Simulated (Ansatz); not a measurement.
# Phonons of SiO2 (P4_2/mnm) against volume, part 3 of 4

Aim: how do the optical modes of SiO2 (P4_2/mnm) move with volume?

Ansatz 0.2.0; DFT LDA, scalar-relativistic, plane waves, PAW; PAW set soft_1.

So far, mean high-frequency dielectric constant: step 5 (zone-centre response at rest) 3.43.

## Step 7: Modes of this member: 1.06 times the volume at rest

The zone-centre modes follow for 1.06 times the volume at rest, with the response to a field.

input.yaml

```yaml
crystal:
  lattice:
    - [4.2571092238, 0.0, 0.0]
    - [0.0, 4.2571092238, 0.0]
    - [0.0, 0.0, 2.687211654]
  atoms:
    - { symbol: O, position: [0.6916429764, 0.6916429764, 0.0] }
    - { symbol: O, position: [0.1916429764, 0.8083570236, 0.5] }
    - { symbol: O, position: [0.3083570236, 0.3083570236, 0.0] }
    - { symbol: O, position: [0.8083570236, 0.1916429764, 0.5] }
    - { symbol: Si, position: [0.5, 0.5, 0.5] }
    - { symbol: Si, position: [0.0, 0.0, 0.0] }
kpoints:
  mp_grid: { grid: [8, 8, 8] }
hamiltonian:
  xc: lda
  pseudopotentials: { kind: paw, azcp: { folder: soft_1 }, xc_functional: pbe }
scf:
  occupations: { method: fixed }
output:
  eigenvalues: true
phonons:
  method: dfpt
  dielectric: true
  rigid_motions: translations
```

On the command line:

```bash
> ansatz run input.yaml --threads 4 --pin off --max-ram 16384MiB --backend cpu --events-out ev --progress --plain --runs-dir out
```

Numbers of over 12 decimals in the logs are rounded to 6 here.

Log:

```text
[...]
Crystal: 6 atoms, lattice volume = 48.700 Å³
Basis set: ecut = 420 eV, 961 PW (Γ), exchange–correlation on 60×60×36 points (8 copies of the dense FFT grid, shifted against one another)
Bands: 22, of which v1, the nominal top of the filled ones, is band 16 counted from 1 (15 counted from 0)
Symmetry: 16 space group operations
k-points: 260 of 512 (irreducible under 1 space group operation, time reversal used)
[...]
SCF iter   1: F=—  HF=-3447.248826 eV  |F-HF|=—  |Δ(HF+E_count)|=         —  Δρ=1.30e-1  dr2=6.75e0  ethr=3.10e-3  ⟨swp⟩=4.2  Hψ=25626  notcnv=0  defer=1032
[...]
SCF iter   9: F=-3445.310591 eV  HF=-3445.310591 eV  |F-HF|=3.18e-12  |Δ(HF+E_count)|=  2.27e-11  Δρ=1.32e-7  dr2=3.84e-12  ethr=1.00e-12  ⟨swp⟩=12.8  Hψ=38162  notcnv=0
SCF 1 converged in 9 iterations: F = -3445.310591 eV  dr2 = 3.84e-12
[...]
Bands: 17, of which v1, the nominal top of the filled ones, is band 16 counted from 1 (15 counted from 0)
k-points: 40 of 512
[...]
Eigensolver: Dense (40 Hₖ)
SCF iter   1: F=—  HF=-3445.311898 eV  |F-HF|=—  |Δ(HF+E_count)|=         —  Δρ=7.55e-4  dr2=4.31e-5  ethr=1.00e-1
[...]
SCF iter   4: F=-3445.311883 eV  HF=-3445.311883 eV  |F-HF|=3.67e-10  |Δ(HF+E_count)|=   8.83e-7  Δρ=9.72e-6  dr2=1.35e-8  ethr=8.59e-9
SCF 1 converged in 4 iterations: F = -3445.311883 eV  dr2 = 1.35e-8
[...]
SCF converged after 9 iterations
Free energy (F): -3445.310591 eV
[...]
Internal energy: -3445.310591 eV  (E = F + TS)
E sigma→0 (E₀):  -3445.310591 eV
Fermi energy:    9.483692 eV
[...]
--- Band table (eV; the first three rows and the last of 260) ---
  k-point 0: bands = [... 12 lower, 6.9283, 8.6356, 8.6356, 9.4837, 14.4369, 15.8859, 17.6634, 17.6634, ... 2 higher]
  k-point 1: bands = [... 12 lower, 6.2091, 8.4955, 8.4955, 9.3174, 15.1728, 16.9304, 18.5117, 18.5117, ... 2 higher]
  k-point 2: bands = [... 12 lower, 5.1148, 8.0448, 8.0448, 8.7770, 16.3408, 18.7691, 19.1893, 20.2294, ... 2 higher]
  k-point 259: bands = [... 12 lower, 7.6978, 7.6978, 8.0386, 8.0386, 16.1632, 16.1632, 19.7530, 19.7530, ... 2 higher]
[...]
ASR residual: 3.244e-5 → 0.000e0 eV/Å²; symmetrization residual: 1.479e-6 eV/Å²
  ASR residual per site (eV/Å²): 3.19e-5 3.19e-5 3.19e-5 3.19e-5 3.24e-5 3.24e-5
[...]
ε∞ (high-frequency dielectric tensor):
        3.452304     0.000000     0.000000
        0.000000     3.452304     0.000000
        0.000000     0.000000     3.612680
  ε⁰ (static dielectric tensor: ions relaxed, cell fixed):
       14.418118     0.000000    -0.000000
        0.000000    14.418118     0.000000
       -0.000000     0.000000     9.475963
  ε⁰ − ε∞ (ionic part):
       10.965814     0.000000    -0.000000
        0.000000    10.965814     0.000000
       -0.000000     0.000000     5.863284
[...]
Born effective charges Z* (e; rows j = field, columns β = displacement):
    site 0:
        -1.91874   -0.60164   -0.00000
        -0.60164   -1.91874   -0.00000
        -0.00000   -0.00000   -2.05208
    site 1:
        -1.91874    0.60164   -0.00000
         0.60164   -1.91874   -0.00000
        -0.00000   -0.00000   -2.05208
    site 2:
        -1.91874   -0.60164   -0.00000
        -0.60164   -1.91874   -0.00000
        -0.00000   -0.00000   -2.05208
    site 3:
        -1.91874    0.60164   -0.00000
         0.60164   -1.91874   -0.00000
        -0.00000   -0.00000   -2.05208
    site 4:
         3.83748   -0.41740    0.00000
        -0.41740    3.83748    0.00000
         0.00000    0.00000    4.10417
    site 5:
         3.83748    0.41740    0.00000
         0.41740    3.83748    0.00000
         0.00000    0.00000    4.10417
  Z* charge neutrality: 2.757e-3 e pre-enforcement
  solved inside a basis spanned on kpoints, on 8×8×8 k-points, its susceptibility summed on 8×8×12: ε∞ is read to err by 8.7e-3, Z* by 1.5e-2 e (field_mesh: kpoints solves on kpoints); Z* is corrected for what the basis lacks
  optical modes at Γ without the LO–TO term, one row a degenerate level:
      ω (cm⁻¹)  modes    IR ((D/Å)²/amu)
        234.88      1             0.0000
        367.27      1             0.0000
        401.01      2            75.1165
        506.91      2             0.2931
        547.64      2             0.0000
        555.74      1             0.0000
        623.01      1            51.9633
        702.50      1             0.0000
        707.24      1             0.0000
        788.20      2            20.1978
        877.02      1             0.0000
  optical modes at Γ + LO–TO along q̂ = [1.0000, 0.0000, 0.0000]:
      ω (cm⁻¹)  modes    IR ((D/Å)²/amu)
        234.88      1             0.0000
        367.27      1             0.0000
[...]
optical modes at Γ + LO–TO along q̂ = [0.0000, 1.0000, 0.0000]:
      ω (cm⁻¹)  modes    IR ((D/Å)²/amu)
[...]
973.66      1            39.9620
  optical modes at Γ + LO–TO along q̂ = [0.0000, 0.0000, 1.0000]:
      ω (cm⁻¹)  modes    IR ((D/Å)²/amu)
        234.88      1             0.0000
        367.27      1             0.0000
        401.01      2            75.1165
        506.91      2             0.2931
        547.64      2             0.0000
        555.74      1             0.0000
        702.50      1             0.0000
        707.24      1             0.0000
        788.20      2            20.1978
        877.02      1             0.0000
       1009.00      1            51.9633
```

The job ended after 28 s (4 threads of Intel Xeon 6975P-C (Granite Rapids), shared host; peak memory 1.4 GiB; 1.7 min of CPU time).

This step gave:

* sum-rule residual before enforcement: 3.24e-5 eV/Å²
* miss of the charge sum rule: 0.002757 e
* estimated error of the dielectric tensor: 0.008652
* estimated error of the Born charges: 0.01506 e
* highest optical mode at the zone centre (no LO-TO term): 877.0 cm⁻¹
* lowest optical zone-centre mode: 234.9 cm⁻¹
* mean high-frequency dielectric constant: 3.506
* largest Born charge (third of the trace): 3.926 e
* mean static dielectric constant: 12.77
* top of the zone-centre spectrum with the field: 1009 cm⁻¹

Without the LO-TO term. Patterns of degenerate modes are one choice out of their space. The modes at Γ (shares of kinetic energy by element, %):

| mode | frequency (cm⁻¹) | symmetry | O % | Si % |
| --- | --- | --- | --- | --- |
| 1 | 0.0 | acoustic | 53 | 47 |
| 2 | 0.0 | acoustic | 53 | 47 |
| 3 | 0.0 | acoustic | 53 | 47 |
| 4 | 234.9 | B1g | 100 | 0 |
| 5 | 367.3 | B1u | 18 | 82 |
| 6 | 401.0 | Eu | 36 | 64 |
| 7 | 401.0 | Eu | 36 | 64 |
| 8 | 506.9 | Eu | 66 | 34 |
| 9 | 506.9 | Eu | 66 | 34 |
| 10 | 547.6 | Eg | 100 | 0 |
| 11 | 547.6 | Eg | 100 | 0 |
| 12 | 555.7 | A2g | 100 | 0 |
| 13 | 623.0 | A2u | 47 | 53 |
| 14 | 702.5 | A1g | 100 | 0 |
| 15 | 707.2 | B1u | 82 | 18 |
| 16 | 788.2 | Eu | 45 | 55 |
| 17 | 788.2 | Eu | 45 | 55 |
| 18 | 877.0 | B2g | 100 | 0 |

Displacements in mode 4 (234.9 cm⁻¹), the largest set to 1:
```
O1   1.00 -1.00  0.00
O2   1.00  1.00  0.00
O3  -1.00  1.00  0.00
O4  -1.00 -1.00  0.00
Si5  0.00  0.00  0.00
Si6  0.00  0.00  0.00
```

Displacements in mode 17 (788.2 cm⁻¹), the largest set to 1:
```
O1  -0.04  0.54  0.00
O2   0.65 -0.84  0.00
O3  -0.04  0.54  0.00
O4   0.65 -0.84  0.00
Si5  0.06 -0.66  0.00
Si6 -0.76  1.00  0.00
```

Transverse modes. Lines of the infrared spectrum (strongest = 100):

```csv
position (cm⁻¹),label,relative intensity
235,B1g,0.0
367,B1u,0.0
401,Eu,100
507,Eu,0.4
548,Eg,0.0
556,A2g,0.0
623,A2u,69
702,A1g,0.0
707,B1u,0.0
788,Eu,27
877,B2g,0.0
```

Without the LO-TO term the lowest optical mode is real, 235 cm⁻¹, and the highest lies at 877.0 cm⁻¹.

For the mean high-frequency dielectric constant, step 5 gave 3.43; this run, with volume ratio 1.06, gives 3.51 (+2 %).

## Step 8: A member of the series: 0.9 times the volume at rest

The cell is set to 0.9 times the volume at rest, and shape and atoms relax at that volume.

input.yaml, the sections that differ from step 7:

```yaml
crystal:
  lattice:
    - [3.9958772363, 0.0, 0.0]
    - [0.0, 3.9958772363, 0.0]
    - [0.0, 0.0, 2.5896664483]
  atoms:
    - { symbol: O, position: [0.6969628204, 0.6969628204, 0.0] }
    - { symbol: O, position: [0.1969628204, 0.8030371796, 0.5] }
    - { symbol: O, position: [0.3030371796, 0.3030371796, 0.0] }
    - { symbol: O, position: [0.8030371796, 0.1969628204, 0.5] }
    - { symbol: Si, position: [0.5, 0.5, 0.5] }
    - { symbol: Si, position: [0.0, 0.0, 0.0] }
output:
  forces: true
  stress: true
  eigenvalues: true
relax:
  adjacent_minimum: "off"
  f_tol: 0.001
  max_steps: 60
  cell: { stress_tol: 0.01, fix: [volume] }
# kpoints, hamiltonian, scf: as in step 7
# phonons: removed
```

Log:

```text
[...]
Crystal: 6 atoms, lattice volume = 41.349 Å³
Basis set: ecut = 420 eV, 809 PW (Γ)
Bands: 22, of which v1, the nominal top of the filled ones, is band 16 counted from 1 (15 counted from 0)
Symmetry: 16 space group operations
[...]
k-points: 75 of 512
[...]
cell:  # Å, volume = 41.3493 Å³
    - [3.993214, 0, 0.0]
    - [0, 3.993214, 0.0]
    - [0.0, 0.0, 2.593122]
  atoms:
    - { symbol: O, position: [0.697456, 0.697456, 0.0] }
    - { symbol: O, position: [0.197456, 0.802544, 0.500000] }
    - { symbol: O, position: [0.302544, 0.302544, 0.0] }
    - { symbol: O, position: [0.802544, 0.197456, 0.500000] }
    - { symbol: Si, position: [0.500000, 0.500000, 0.500000] }
    - { symbol: Si, position: [0, 0, 0.0] }
[key lines of the parts left out:]
SCF converged after 4 iterations
Free energy (F): -3444.907655 eV
Fermi energy:    12.324882 eV
P = ⅓ Tr σ = 41.8227 GPa (418.227 kbar)
```

The job ended after 4.1 s (4 threads; peak memory 0.42 GiB; 15 s of CPU time).

The steps of the relaxation:

```csv
step,energy less that of the first step (eV),largest force component (eV/Å),pressure (GPa),volume (Å³)
1,0.0000,0.0893,42.14,41.35
2,-0.0004,0.0635,42.06,41.35
3,-0.0009,0.0025,41.83,41.35
4,-0.0009,0.0018,41.82,41.35
5,-0.0009,0.0000,41.82,41.35
6*,-0.0009,0.0000,41.82,41.35
7,-0.0009,0.0000,41.82,41.35
8*,-0.0009,0.0000,41.82,41.35
```

Relaxation steps marked * repeat the geometry before them on a plane-wave basis chosen anew for their cell, so energy and pressure can jump there.

Forces are held to the 16 operations that the run works with; a distortion that breaks them can't arise in this run.

```
conventional cell, symmetrised  before  after  change
                         a (Å)   3.996  3.993  -0.1 %
                         b (Å)   3.996  3.993  -0.1 %
                         c (Å)   2.590  2.593  +0.1 %
              volume (Å³/atom)    6.89   6.89  -0.0 %
```

Final coordinates:

```xyz
6
Lattice="3.9932 0.0000 0.0000 0.0000 3.9932 0.0000 0.0000 0.0000 2.5931" Properties=species:S:1:pos:R:3 pbc="T T T"
O     2.7851    2.7851    0.0000
O     0.7885    3.2047    1.2966
O     1.2081    1.2081    0.0000
O     3.2047    0.7885    1.2966
Si    1.9966    1.9966    1.2966
Si    0.0000    0.0000    0.0000
```

This step gave:

```
pressure          : 41.82 GPa
gap on the k-mesh : 6.647 eV
volume per atom   : 6.892 Å³
```

The largest force component left is 0.016 meV/Å, at a pressure of 41.82 GPa.

## Step 9: Modes of this member: 0.9 times the volume at rest

The zone-centre modes follow for 0.9 times the volume at rest, with the response to a field.

input.yaml, the sections that differ from step 8:

```yaml
crystal:
  lattice:
    - [3.9932141565, 0.0, 0.0]
    - [0.0, 3.9932141565, 0.0]
    - [0.0, 0.0, 2.593121704]
  atoms:
    - { symbol: O, position: [0.6974562196, 0.6974562196, 0.0] }
    - { symbol: O, position: [0.1974562196, 0.8025437804, 0.5] }
    - { symbol: O, position: [0.3025437804, 0.3025437804, 0.0] }
    - { symbol: O, position: [0.8025437804, 0.1974562196, 0.5] }
    - { symbol: Si, position: [0.5, 0.5, 0.5] }
    - { symbol: Si, position: [0.0, 0.0, 0.0] }
output:
  eigenvalues: true
phonons:
  method: dfpt
  dielectric: true
  rigid_motions: translations
# kpoints, hamiltonian, scf: as in step 8
# relax: removed
```

Log:

```text
[...]
Crystal: 6 atoms, lattice volume = 41.349 Å³
Basis set: ecut = 420 eV, 809 PW (Γ), exchange–correlation on 60×60×36 points (8 copies of the dense FFT grid, shifted against one another)
Bands: 22, of which v1, the nominal top of the filled ones, is band 16 counted from 1 (15 counted from 0)
Symmetry: 16 space group operations
k-points: 260 of 512 (irreducible under 1 space group operation, time reversal used)
[...]
ω (cm⁻¹)  modes    IR ((D/Å)²/amu)
[...]
optical modes at Γ + LO–TO along q̂ = [0.0000, 1.0000, 0.0000]:
      ω (cm⁻¹)  modes    IR ((D/Å)²/amu)
[...]
optical modes at Γ + LO–TO along q̂ = [0.0000, 0.0000, 1.0000]:
      ω (cm⁻¹)  modes    IR ((D/Å)²/amu)
[...]
875.25      1             0.0000
        936.43      2            43.4757
       1091.44      1             0.0000
       1142.95      1            49.5491
[key lines of the parts left out:]
SCF converged after 8 iterations
Free energy (F): -3444.907658 eV
Fermi energy:    12.324884 eV
```

Wall time 21 s (4 threads); peak memory 1.2 GiB.

This step gave:

| Property | Result |
| --- | --- |
| sum-rule residual before enforcement | 2.21e-4 eV/Å² |
| miss of the charge sum rule | 6.29e-5 e |
| highest optical mode at the zone centre (no LO-TO term) | 1091 cm⁻¹ |
| lowest optical zone-centre mode | 157.7 cm⁻¹ |
| mean high-frequency dielectric constant | 3.329 |
| largest Born charge (third of the trace) | 3.839 e |
| mean static dielectric constant | 8.551 |
| top of the zone-centre spectrum with the field | 1183 cm⁻¹ |

Without the LO-TO term. Patterns of degenerate modes are one choice out of their space. Modes at Γ, with each element's share of the kinetic energy:

```csv
mode,frequency (cm⁻¹),symmetry,O %,Si %
1,0.0,acoustic,53,47
2,0.0,acoustic,53,47
3,0.0,acoustic,53,47
4,157.7,B1g,100,0
5,412.4,B1u,23,77
6,504.2,Eu,67,33
7,504.2,Eu,67,33
8,649.9,A2g,100,0
9,662.2,Eg,100,0
10,662.2,Eg,100,0
11,744.2,Eu,7,93
12,744.2,Eu,7,93
13,751.5,A2u,47,53
14,873.6,B1u,77,23
15,875.2,A1g,100,0
16,936.4,Eu,73,27
17,936.4,Eu,73,27
18,1091.4,B2g,100,0
```

Displacements in mode 4 (157.7 cm⁻¹), the largest set to 1:
```
O1  -1.00  1.00  0.00
O2  -1.00 -1.00  0.00
O3   1.00 -1.00  0.00
O4   1.00  1.00  0.00
Si5  0.00  0.00  0.00
Si6  0.00  0.00  0.00
```

Displacements in mode 16 (936.4 cm⁻¹), the largest set to 1:
```
O1  -0.08 -0.64  0.00
O2  -0.78  1.00  0.00
O3  -0.08 -0.64  0.00
O4  -0.78  1.00  0.00
Si5  0.34  0.15  0.00
Si6  0.64 -0.57  0.00
```

Transverse modes. Infrared lines, with heights relative to the strongest:

```
position (cm⁻¹)  relative intensity
            158                 0.0
            412                 0.0
            504                  77
            650                 0.0
            662                 0.0
            744                  17
            752                 100
            874                 0.0
            875                 0.0
            936                  88
           1091                 0.0
```

Without the LO-TO term the lowest optical mode is real, 158 cm⁻¹, and the highest lies at 1091.4 cm⁻¹.

Between step 5 and this run (volume ratio 0.9) the value for the mean high-frequency dielectric constant moves from 3.43 to 3.33 (-3 %).

(Continued in part 4 of 4.)

[Logs are printed without paths, hosts, clocks, repeated set-up lines and the standing remarks that a program may print on its own settings, such as how far it seeks lower states.]

[Hosts, paths, dates, database ids (printed as entryN), source tags and the programs' standing remarks are cut or masked in the printed files.]
